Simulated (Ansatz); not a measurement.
Planning a run of Ansatz 0.2.0 on VBiO4 (I4_1/a). The input:

```yaml
crystal:
  lattice:
    - [-2.56105292, 2.56105292, 5.7960647]
    - [2.56105292, -2.56105292, 5.7960647]
    - [2.56105292, 2.56105292, -5.7960647]
  atoms:
    - { symbol: V, position: [0.5, 0.5, 0.0] }
    - { symbol: V, position: [0.25, 0.75, 0.5] }
    - { symbol: Bi, position: [0.0, 0.0, 0.0] }
    - { symbol: Bi, position: [0.75, 0.25, 0.5] }
    - { symbol: O, position: [0.17085109, 0.56190276, 0.89100626] }
    - { symbol: O, position: [0.31190276, 0.9208965, 0.89105167] }
    - { symbol: O, position: [0.02984483, 0.42085109, 0.10894833] }
    - { symbol: O, position: [0.6708965, 0.27984483, 0.10899374] }
    - { symbol: O, position: [0.0791035, 0.97015517, 0.39100626] }
    - { symbol: O, position: [0.72015517, 0.82914891, 0.39105167] }
    - { symbol: O, position: [0.57914891, 0.68809724, 0.60899374] }
    - { symbol: O, position: [0.43809724, 0.3291035, 0.60894833] }
kpoints:
  mp_grid: { grid: [4, 4, 4] }
hamiltonian:
  xc: pbe
  pseudopotentials: { kind: paw, azcp: { folder: soft_1 } }
scf:
  occupations: { method: fixed }
gw:
  n_empty_bands: 634
  ecut_chi: 150
  qp_bands: [v4, c4]
  qp_kpoints: band_edges
  screening: { model: contour_deformation }
```

```sh
ansatz run input.yaml --threads 3 --pin off --max-ram 92160MiB --backend cuda --events-out ev --progress --plain --runs-dir out --devices 1 --max-vram 13GiB
```

Question: How long will it take on 1 × NVIDIA H100 80GB HBM3 (shared by 6 runs) with 3 threads of AMD EPYC 7R13 (Zen 3), shared host, and how much memory?

It took 2.4 min; on shared hardware allow 71 s to 4.7 min. Peak host memory was 2.6 GiB. The sizes that set the cost: 2995 plane waves a state, 14 irreducible k points, 686 bands summed, 615 plane waves in the screening and 10 SCF cycles.

The screening grows as filled bands × empty bands × pairs of k points, times the square of the screening basis for the matrix.

[Paths, hosts, dates, memory and timing lines, banners, echoed tables and standing remarks are left out of the program output.]

[Logs are printed without paths, hosts, clocks, repeated set-up lines and the standing remarks that a program may print on its own settings, such as how far it seeks lower states.]

[Runs of the session that timed out or met a known fault of the program may be left out.]

[Cells called generated may have been cut or substituted from an entry of the Crystallography Open Database or the Materials Project.]

[Hosts, paths, dates, database ids (printed as entryN), source tags and the programs' standing remarks are cut or masked in the printed files.]
